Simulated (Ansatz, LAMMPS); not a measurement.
# Which site? C in place of Si in amorphous Si0.9Ge0.1 (94 atoms), part 2 of 3

Aim: make C in place of Si at several sites of amorphous Si0.9Ge0.1 (94 atoms), relax each, and compare their energies.

Ansatz 0.2.0; Kohn-Sham DFT, PBE, PAW (set soft_2), plane waves.

The cell: 85 Si and 9 Ge. The quench rate of 3 K/ps is orders of magnitude faster than experiment. The network of bonds at the start is that of the classical potential that made the cell. The Brillouin zone is sampled at Γ only, in a cell whose shortest periodic width is 12 Å.

So far. Step 2 (Single point at the start): The r.m.s. force at the start is 0.71 eV/Å. Step 3 (Relaxation): The relaxation converged after 11 steps, 7.90 eV below its start, with a largest force component of 0.019 eV/Å.

## 4. Single point at the relaxed geometry

One more single point at the end of the walk gives the fuller output and checks the residual forces.

Contents of input.yaml:

```yaml
crystal:
  lattice:
    - [12.4022, 0.0, 0.0]
    - [0.0, 12.4022, 0.0]
    - [0.0, 0.0, 12.4022]
  atoms:
    - { symbol: Si, position: [0.91368, 0.75596, 0.28115] }
    - { symbol: Si, position: [0.56222, 0.43002, 0.17464] }
    - { symbol: Si, position: [0.91064, 0.22594, 0.34233] }
    - { symbol: Si, position: [0.2377, 0.26544, 0.47984] }
    - { symbol: Si, position: [0.14834, 0.75642, 0.89166] }
    - { symbol: Si, position: [0.91393, 0.60571, 0.40777] }
    [... 82 atom lines left out ...]
    - { symbol: Ge, position: [0.2585, 0.71636, 0.64767] }
    - { symbol: Ge, position: [0.73871, 0.23498, 0.95773] }
    - { symbol: Ge, position: [0.72941, 0.93354, 0.56984] }
    - { symbol: Ge, position: [0.0416, 0.3113, 0.97198] }
    - { symbol: Ge, position: [0.04075, 0.35095, 0.6567] }
    - { symbol: Ge, position: [0.05114, 0.47029, 0.37874] }
kpoints:
  mp_grid: { grid: [1, 1, 1] }
hamiltonian:
  xc: pbe
scf:
  occupations: { method: fermi_dirac, width: 0.025 }
output:
  forces: true
  stress: true
  populations: true
  dos:
    method: { smearing: { sigma: 0.1 } }
    de: 0.1
    projected: { site_lists: { Ge: [Ge], Si: [Si] } }
  eigenvalues: true
  write_density: true
  write_potential: true
  volumetric_format: npy
  elf: true
```

Started as:

```
$ ansatz run input.yaml --threads 4 --pin off --max-ram 8192MiB --backend cpu --events-out ev --progress --plain --runs-dir out
```

Numbers of over 12 decimals in the logs are rounded to 6 here.

The log of the run:

```text
[...]
Crystal: 94 atoms, lattice volume = 1907.639 Å³
Basis set: ecut = 420 eV, 37385 PW (Γ), exchange–correlation on 180×180×180 points (8 copies of the dense FFT grid, shifted against one another)
Bands: 327, of which v1, the nominal top of the filled ones, is band 233 counted from 1 (232 counted from 0)
Symmetry: 1 space group operations
[...]
k-points: 1
[...]
SCF iter   1: F=—  HF=-92677.882486 eV  |F-HF|=—  |Δ(HF+E_count)|=         —  Δρ=3.57e-3  dr2=5.66e-1  ethr=1.77e-3  ⟨swp⟩=6.0  Hψ=1433  notcnv=0  defer=41
[...]
SCF iter  11: F=-92677.787599 eV  HF=-92677.787599 eV  |F-HF|=1.87e-8  |Δ(HF+E_count)|=   2.03e-7  Δρ=8.92e-7  dr2=6.50e-8  ethr=2.15e-11  ⟨swp⟩=19.0  Hψ=2712  notcnv=0
SCF 1 converged in 11 iterations: F = -92677.787599 eV  dr2 = 6.50e-8
[...]
SCF converged after 11 iterations
Free energy (F): -92677.787599 eV
[...]
Internal energy: -92677.772373 eV  (E = F + TS)
E sigma→0 (E₀):  -92677.779986 eV
Entropy (-TS):   -0.015225 eV (-0.162 meV/atom)
Fermi energy:    6.611464 eV
[...]
--- Forces (eV/Å), atoms counted from 1 ---
  atom   1  Si     0.01518871    -0.00211618    -0.00501539
  atom   2  Si     0.00111208     0.00264751     0.00171525
  atom   3  Si     0.00487046    -0.00620100    -0.01209458
  atom   4  Si     0.00727648     0.00080977     0.00265502
  atom   5  Si     0.00133713    -0.00005668    -0.00028560
  atom   6  Si     0.00666600     0.00425821     0.00006958
  atom   7  Si    -0.00376784    -0.00049085    -0.00303013
  atom   8  Si    -0.00127663    -0.00088283    -0.00216254
  atom   9  Si    -0.00087909     0.00252749     0.00307458
  atom  10  Si     0.00142184     0.00038399    -0.00283247
  atom  11  Si     0.00540179     0.00378755     0.00115275
  atom  12  Si    -0.00445856     0.00136199    -0.00118028
  atom  13  Si    -0.00045553    -0.00222196     0.00075711
  atom  14  Si    -0.00164066     0.00246228     0.00519683
[...]
atom  93  Ge     0.00422537     0.00137187    -0.00319589
  atom  94  Ge     0.00106882    -0.00154186     0.00318675
  max |Σ_I F_I| component: 2.17e-5 eV/Å
--- Stress (GPa, compression-positive) ---
       -0.399696       2.216901      -0.654995
        2.216901       0.454760       1.209024
       -0.654995       1.209024       0.644872
  P = ⅓ Tr σ = 0.2333 GPa (2.333 kbar)
--- Band table (eV) ---
[...]
--- Löwdin populations: 94 sites ---
  site symbol       q [e]
     0     Si      3.9944
     1     Si      3.9659
     2     Si      3.8871
[...]
93     Ge     14.0712
  spilling = 0.008773 (of n_electrons = 466.000000)
```

It took 23 s on 4 threads of Intel Xeon Platinum 8488C (Sapphire Rapids), shared host; peak memory 2.2 GiB; 83 s of CPU time.

Numbers from this run:

- free energy: -92677.7876 eV
- free energy per atom: -985.9339 eV/atom
- SCF cycles: 11
- pressure: 0.2333 GPa
- r.m.s. force component: 0.00449 eV/Å
- longest force: 0.01905 eV/Å
- Fermi energy: 6.611 eV
- gap (highest filled to lowest empty level): 0.1697 eV
- levels partly filled by over 2 per cent: 2
- spilling of the projection: 0.008773

Löwdin charges by element and coordination (they lack the spilled electrons, 0.043 e an atom on average):

```csv
element,coordination,atoms,mean charge (e),spread,least,most
Ge,all,9,-0.0232,0.0277,-0.0712,0.0153
Ge,3,1,-0.0452,0,-0.0452,-0.0452
Ge,4,8,-0.0205,0.0282,-0.0712,0.0153
Si,all,85,0.0506,0.0201,-0.0043,0.113
Si,4,75,0.0488,0.0194,-0.0043,0.102
Si,5,9,0.0621,0.021,0.0377,0.113
Si,6,1,0.0794,0,0.0794,0.0794
```

States in the cell by windows of 0.5 eV, zero at the Fermi level; the larger projections on atomic orbitals stand beside the total:

| from (eV) | to (eV) | total | Si p | Si s | Ge p |
| --- | --- | --- | --- | --- | --- |
| -10 | -9.5 | 9.9 | 3.1 | 5.9 | 0.3 |
| -9.5 | -9 | 10.2 | 3.1 | 5.8 | 0.3 |
| -9 | -8.5 | 18.8 | 6.0 | 10.5 | 0.5 |
| -8.5 | -8 | 14.8 | 5.1 | 8.4 | 0.5 |
| -8 | -7.5 | 11.4 | 4.6 | 5.7 | 0.4 |
| -7.5 | -7 | 14.1 | 6.2 | 6.6 | 0.7 |
| -7 | -6.5 | 10.9 | 5.4 | 4.7 | 0.5 |
| -6.5 | -6 | 11.2 | 6.1 | 4.1 | 0.5 |
| -6 | -5.5 | 9.8 | 5.5 | 3.3 | 0.5 |
| -5.5 | -5 | 12.9 | 7.6 | 4.1 | 0.8 |
| -5 | -4.5 | 16.1 | 10.6 | 3.9 | 1.0 |
| -4.5 | -4 | 17.5 | 13.2 | 2.7 | 1.2 |
| -4 | -3.5 | 21.0 | 16.7 | 2.3 | 1.7 |
| -3.5 | -3 | 25.3 | 20.6 | 2.2 | 2.1 |
| -3 | -2.5 | 30.1 | 25.4 | 1.9 | 2.2 |
| -2.5 | -2 | 29.5 | 24.6 | 1.7 | 2.6 |
| -2 | -1.5 | 24.3 | 20.3 | 1.3 | 2.1 |
| -1.5 | -1 | 20.7 | 17.0 | 1.0 | 2.1 |
| -1 | -0.5 | 16.4 | 12.7 | 1.2 | 1.8 |
| -0.5 | 0 | 7.0 | 4.8 | 1.0 | 0.7 |
| 0 | 0.5 | 8.8 | 5.5 | 1.4 | 1.0 |
| 0.5 | 1 | 13.0 | 7.6 | 3.1 | 0.9 |
| 1 | 1.5 | 22.1 | 12.9 | 4.8 | 1.3 |
| 1.5 | 2 | 26.1 | 15.2 | 5.2 | 1.6 |
| 2 | 2.5 | 27.9 | 16.2 | 4.9 | 1.7 |
| 2.5 | 3 | 25.3 | 14.7 | 3.7 | 1.6 |

Between -25 and -10 eV lie 134 more states.

The levels nearest the highest filled one (over half full), pooled over k-points and spins:

```
level less the highest filled one (eV)  occupation
                                -0.556           2
                                -0.501           2
                                -0.436           2
                                -0.239           2
                               -0.0981        2.00
                                     0        1.93
                                 0.170       0.064
                                 0.244       0.003
                                 0.368           0
                                 0.516           0
                                 0.610           0
                                 0.680           0
```

Valence density in the ac plane at fractional y = 0.462, with atoms of Si and Ge within 0.2 Å of it. It is the smooth field of the valence electrons, not physical close to the nuclei.

Values in units of 1e0 e/Å³, 13 rows by 16 columns, each cell a mean:
```
0.2 0.3 0.3 0.1 0.0 0.1 0.2 0.4 0.3 0.2 0.0 0.0 0.1 0.3 0.2 0.1
0.1 0.2 0.2 0.1 0.0 0.1 0.2 0.4 0.3 0.2 0.1 0.1 0.2 0.4 0.2 0.1
0.1 0.1 0.1 0.1 0.1 0.2 0.4 0.4 0.2 0.1 0.0 0.1 0.3 0.2 0.3 0.2
0.4 0.2 0.1 0.2 0.3 0.5 0.4 0.3 0.1 0.1 0.1 0.2 0.4 0.3 0.3 0.4
0.3 0.2 0.2 0.4 0.3 0.2 0.1 0.2 0.2 0.1 0.1 0.1 0.1 0.1 0.1 0.2
0.1 0.2 0.3 0.4 0.2 0.1 0.1 0.2 0.3 0.1 0.1 0.1 0.1 0.0 0.0 0.0
0.1 0.3 0.4 0.4 0.3 0.2 0.3 0.3 0.3 0.2 0.1 0.2 0.2 0.1 0.0 0.1
6.5 4.9 0.3 0.2 0.3 0.3 0.3 0.3 0.3 0.1 0.1 0.3 0.3 0.2 0.1 0.2
5.4 4.1 0.3 0.2 0.2 0.1 0.1 0.1 0.2 0.1 0.1 0.3 0.3 0.1 0.1 0.2
0.2 0.2 0.2 0.3 0.1 0.0 0.0 0.1 0.2 0.2 0.3 0.3 0.2 0.1 0.1 0.2
0.1 0.1 0.2 0.4 0.3 0.2 0.1 0.3 0.4 0.4 0.4 0.3 0.4 0.4 0.3 0.2
0.1 0.1 0.3 0.3 0.3 0.5 0.4 0.4 0.4 0.3 0.2 0.1 0.2 0.3 0.3 0.2
0.2 0.3 0.4 0.4 0.3 0.3 0.3 0.4 0.2 0.1 0.0 0.0 0.1 0.3 0.3 0.1
```
Columns run along a (12.4 Å), rows up along c (12.4 Å). Atoms in or near the plane, at fractional coordinates: Si at (0.82, 0.79), Si at (0.25, 0.11), Si at (0.87, 0.13), Si at (0.48, 0.47), Si at (0.50, 0.91), Ge at (0.05, 0.38).

ELF in the ac plane at fractional y = 0.462, with atoms of Si and Ge within 0.2 Å of it. It is the smooth field of the valence electrons, not physical close to the nuclei.

Ten even steps from '0' (0.02) to '9' (0.93), each cell a mean:
```
36643465421125899755542000146776411
24667653100014675335763000257886411
01356642000014775335763001479997410
01233332100136899766641003677887420
22222234334566798753210025643357653
55321245567997456531000037874368875
87521146668998667642111247998678777
98621257777887677754333457887544568
76433589986532234555444445553101257
33356778873100135676532112221000012
01367434653101368987420000110000000
13588545786335766666410123444200000
45678767887678863335421357787521013
43345534676688864566422466677631145
20014422466676567886311466555531244
31124544566642235654101478865310134
44456765554310002333212478874100124
55445666653100002455556666764211234
43223578874200125664689975688655665
31002589875443468973489986899845775
10002565434887689995367755798543464
11235786436999658876443211466543442
25556999868998556542221000147887531
46643699865566798743211000147897411
```
Columns run along a (12.4 Å), rows up along c (12.4 Å). Atoms in or near the plane, at fractional coordinates: Si at (0.82, 0.79), Si at (0.25, 0.11), Si at (0.87, 0.13), Si at (0.48, 0.47), Si at (0.50, 0.91), Ge at (0.05, 0.38).

The highest filled and lowest empty levels lie 0.170 eV apart (at Γ alone), but 2 levels are partly filled, by over 2 %, under the smearing. Mean Löwdin charges: Ge -0.02, Si +0.05 e (they miss 0.88 % of the electrons, so they add up to more than the cell's charge). Charges this small depend on the projection, at times even in sign. Within 0.4 eV of the Fermi level the largest share is Si p (70 % of the projected weight).

## 5. C on a site of Si, site Si54

The site has 4 bonded neighbours (Si4) at 2.35 Å on average, by cutoffs that count no bonds between two metal atoms or like ions. The change is made in the relaxed cell and the atoms are relaxed again.

Contents of input.yaml:

```yaml
crystal:
  lattice:
    - [12.4022, 0.0, 0.0]
    - [0.0, 12.4022, 0.0]
    - [0.0, 0.0, 12.4022]
  atoms:
    [... atom lines 1 to 50 left out ...]
    - { symbol: Si, position: [0.13591, 0.26901, 0.80909] }
    - { symbol: Si, position: [0.53644, 0.37049, 0.62466] }
    - { symbol: Si, position: [0.44168, 0.76542, 0.25207] }
    - { symbol: C, position: [0.32514, 0.7216, 0.39134] }
    - { symbol: Si, position: [0.56952, 0.61849, 0.82743] }
    - { symbol: Si, position: [0.25158, 0.45007, 0.11356] }
    - { symbol: Si, position: [0.40911, 0.77987, 0.54774] }
    [... atom lines 58 to 94 left out ...]
kpoints:
  mp_grid: { grid: [1, 1, 1] }
hamiltonian:
  xc: pbe
scf:
  occupations: { method: fermi_dirac, width: 0.025 }
output:
  forces: true
  eigenvalues: true
relax:
  f_tol: 0.05
  max_steps: 90
```

The log of the run:

```text
[...]
Crystal: 94 atoms, lattice volume = 1907.639 Å³
Basis set: ecut = 420 eV, 37385 PW (Γ), exchange–correlation on 180×180×180 points (8 copies of the dense FFT grid, shifted against one another)
Bands: 327, of which v1, the nominal top of the filled ones, is band 233 counted from 1 (232 counted from 0)
Symmetry: 1 space group operations
[...]
k-points: 1
[...]
SCF iter   1: F=—  HF=-92289.857132 eV  |F-HF|=—  |Δ(HF+E_count)|=         —  Δρ=3.88e-3  dr2=7.24e-1  ethr=1.77e-3  ⟨swp⟩=6.0  Hψ=1432  notcnv=0  defer=40
[...]
SCF iter   6: F=—  HF=-92289.745251 eV  |F-HF|=—  |Δ(HF+E_count)|=   1.75e-4  Δρ=2.72e-5  dr2=3.37e-5  ethr=4.23e-8  ⟨swp⟩=2.0  Hψ=476  notcnv=0  defer=84
SCF iter   7: F=-92289.745298 eV  HF=-92289.745294 eV  |F-HF|=3.58e-6  |Δ(HF+E_count)|=   4.31e-5  Δρ=8.92e-6  dr2=4.01e-6  ethr=7.24e-9  ⟨swp⟩=14.0  Hψ=1740  notcnv=0
SCF 1 converged in 7 iterations: F = -92289.745298 eV  dr2 = 4.01e-6
[...]
relax step   1: F+E_penalty+E_count = -92289.74529762 eV  Δ(F+E_penalty+E_count) = +0.000e0 eV  max|allowed force component| = 2.012e0 eV/Å  Δτ_max = 0.0000 Å  (7 SCF iters, dr2 threshold 6.25e-5 eV, accepted)
[...]
relax step   2: F+E_penalty+E_count = -92291.20428981 eV  Δ(F+E_penalty+E_count) = -1.459e0 eV  max|allowed force component| = 1.484e0 eV/Å  Δτ_max = 0.1949 Å  (6 SCF iters, dr2 threshold 1.00e-4 eV, accepted)
[...]
relax step   3: F+E_penalty+E_count = -92292.05551246 eV  Δ(F+E_penalty+E_count) = -8.512e-1 eV  max|allowed force component| = 4.708e-1 eV/Å  Δτ_max = 0.1950 Å  (6 SCF iters, dr2 threshold 1.00e-4 eV, accepted)
relax step   4: F+E_penalty+E_count = -92292.23531775 eV  Δ(F+E_penalty+E_count) = -1.798e-1 eV  max|allowed force component| = 2.661e-1 eV/Å  Δτ_max = 0.1357 Å  (6 SCF iters, dr2 threshold 2.23e-5 eV, accepted)
relax step   5: F+E_penalty+E_count = -92292.28369348 eV  Δ(F+E_penalty+E_count) = -4.838e-2 eV  max|allowed force component| = 1.231e-1 eV/Å  Δτ_max = 0.0495 Å  (6 SCF iters, dr2 threshold 7.12e-6 eV, accepted)
relax step   6: F+E_penalty+E_count = -92292.30568733 eV  Δ(F+E_penalty+E_count) = -2.199e-2 eV  max|allowed force component| = 9.596e-2 eV/Å  Δτ_max = 0.0644 Å  (6 SCF iters, dr2 threshold 3.24e-6 eV, accepted)
relax step   7: F+E_penalty+E_count = -92292.31385755 eV  Δ(F+E_penalty+E_count) = -8.170e-3 eV  max|allowed force component| = 5.099e-2 eV/Å  Δτ_max = 0.0273 Å  (6 SCF iters, accepted)
[...]
relax step   8: F+E_penalty+E_count = -92292.31875207 eV  Δ(F+E_penalty+E_count) = -4.895e-3 eV  max|allowed force component| = 4.079e-2 eV/Å  Δτ_max = 0.0252 Å  (6 SCF iters, accepted)
SCF converged after 6 iterations
Free energy (F): -92292.318752 eV
[...]
Internal energy: -92292.308268 eV  (E = F + TS)
E sigma→0 (E₀):  -92292.313510 eV
Entropy (-TS):   -0.010484 eV (-0.112 meV/atom)
Fermi energy:    6.511358 eV
[...]
Σ components = -92292.318752   (vs F -92292.318752, Δ=0.00e0)
--- Forces (eV/Å), atoms counted from 1 ---
  atom   1  Si     0.01307336     0.01253978     0.00482248
  atom   2  Si     0.00121221     0.00376532    -0.00120274
  atom   3  Si     0.00130695     0.00847511     0.01686909
  atom   4  Si     0.00625116     0.01039845     0.00041615
[...]
atom  94  Ge     0.01011403    -0.00285583    -0.01363482
  max |Σ_I F_I| component: 5.75e-5 eV/Å
--- Band table (eV) ---
[...]
--- Relaxed structure (8 steps of the walk, 8 accepted, 0 SCFs on fresh bases) ---
  F+E_penalty+E_count = -92292.31875207 eV   max|allowed force component| = 4.079e-2 eV/Å
  atoms:
    - { symbol: Si, position: [0.918408, 0.754219, 0.283178] }
    - { symbol: Si, position: [0.560843, 0.430240, 0.174862] }
    - { symbol: Si, position: [0.906886, 0.225468, 0.349725] }
    - { symbol: Si, position: [0.240415, 0.268499, 0.482717] }
[...]
- { symbol: Ge, position: [0.051623, 0.464507, 0.376681] }
```

It took 1.8 min on 4 threads; peak memory 2.3 GiB.

The relaxation converged after 8 steps, 2.57 eV below its start, with a largest force component of 0.041 eV/Å.

The surroundings of the C atom, after relaxation, nearest first, numbered as they follow in the input and with coordinates relative to it.

| atom | x | y | z | distance (Å) | bonds |
| --- | --- | --- | --- | --- | --- |
| C54 | 0.00 | 0.00 | 0.00 | 0.00 | 4 |
| Si53 | 1.11 | 0.55 | -1.47 | 1.93 | 4 |
| Si57 | 0.69 | 0.72 | 1.65 | 1.93 | 4 |
| Si37 | -0.29 | -1.90 | 0.23 | 1.93 | 4 |
| Si68 | -1.83 | 0.75 | -0.28 | 1.99 | 3 |
| Si79 | -1.82 | -2.16 | -1.59 | 3.24 | 4 |
| Ge89 | -0.97 | 0.03 | 3.20 | 3.34 | 4 |
| Si23 | 3.28 | 0.56 | -0.50 | 3.36 | 4 |
| Si20 | -2.89 | 0.39 | 1.83 | 3.44 | 4 |
| Si69 | 1.83 | -2.91 | 0.90 | 3.55 | 4 |
| Ge87 | 0.95 | 3.16 | 1.45 | 3.60 | 4 |
| Si18 | 0.63 | 2.80 | -2.20 | 3.62 | 4 |

The column of bonds counts only the pairs Si-Si within 2.73 Å, Si-Ge within 2.93 Å, Si-C within 2.28 Å; other neighbours, such as metal atoms beside each other in a compound, aren't counted, and periodic images can show an atom twice.

The largest move is 0.57 Å, by Si68.

(Part 2 of 3 ends here.)

[Logs are printed without paths, hosts, clocks, repeated set-up lines and the standing remarks that a program may print on its own settings, such as how far it seeks lower states.]

[Hosts, paths, dates, database ids (printed as entryN), source tags and the programs' standing remarks are cut or masked in the printed files.]
